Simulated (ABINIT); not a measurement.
An input for ABINIT 10.8.3 (K2NaScF6 (Fm-3m)):

```
acell 3*1.0 Angstrom
rprim 
  -0.000000000000 4.235850000000 4.235850000000
  4.235850000000 -0.000000000000 4.235850000000
  4.235850000000 4.235850000000 -0.000000000000
ntypat 4
znucl 19 11 21 9
natom 10
typat 1 1 2 3 4 4 4 4 4 4
xred 
  0.250000000000 0.250000000000 0.250000000000
  0.750000000000 0.750000000000 0.750000000000
  0.500000000000 0.500000000000 0.500000000000
  0.000000000000 0.000000000000 0.000000000000
  0.765800000000 0.234200000000 0.234200000000
  0.234200000000 0.765800000000 0.234200000000
  0.234200000000 0.765800000000 0.765800000000
  0.765800000000 0.234200000000 0.765800000000
  0.234200000000 0.234200000000 0.765800000000
  0.765800000000 0.765800000000 0.234200000000
pp_dirpath "pseudos"
pseudos "K.upf, Na.upf, Sc.upf, F.upf"
ecut 38
ngkpt 2 2 2
nshiftk 1
shiftk 0 0 0
kptopt 1
chksymbreak 0
istwfk *1
occopt 1
irdwfk 1
optdriver 4
nband 225
gwcalctyp 10
ecutsigx 38
symsigma 1
nkptgw 3
kptgw 
  0.0000000000 0.0000000000 0.0000000000
  0.5000000000 0.0000000000 0.0000000000
  0.5000000000 0.5000000000 0.0000000000
bdgw 
  23 49
  23 49
  23 49
ecuteps 4.8
irdscr 1
ppmodel 1
irdqps 1
indata_prefix "in"
outdata_prefix "out"
tmpdata_prefix "tmp"
```

```sh
OMP_NUM_THREADS=1 mpirun -n 4 abinit run.abi > log
```

Question: How long will it take on 4 MPI ranks of Arm Neoverse V1, shared host, and how much memory?

It took 4.1 min; on shared hardware allow 2.1 min to 8.3 min. Peak host memory was 3.2 GiB.

[Paths, hosts, dates, memory and timing lines, banners, echoed tables and standing remarks are left out of the program output.]

[Logs are printed without paths, hosts, clocks, repeated set-up lines and the standing remarks that a program may print on its own settings, such as how far it seeks lower states.]

[Runs of the session that timed out or met a known fault of the program may be left out.]

[Hosts, paths, dates, database ids (printed as entryN), source tags and the programs' standing remarks are cut or masked in the printed files.]

[G0W0 gaps are taken among the corrected bands and points alone; a level outside them can change the order at an edge.]

[Where Ansatz stands beside ABINIT at settings called matched, ABINIT's density can come from a denser mesh and the files from another edition; pairs whose starting gaps differed by over 0.03 eV were left out, so agreement reads better than it is.]
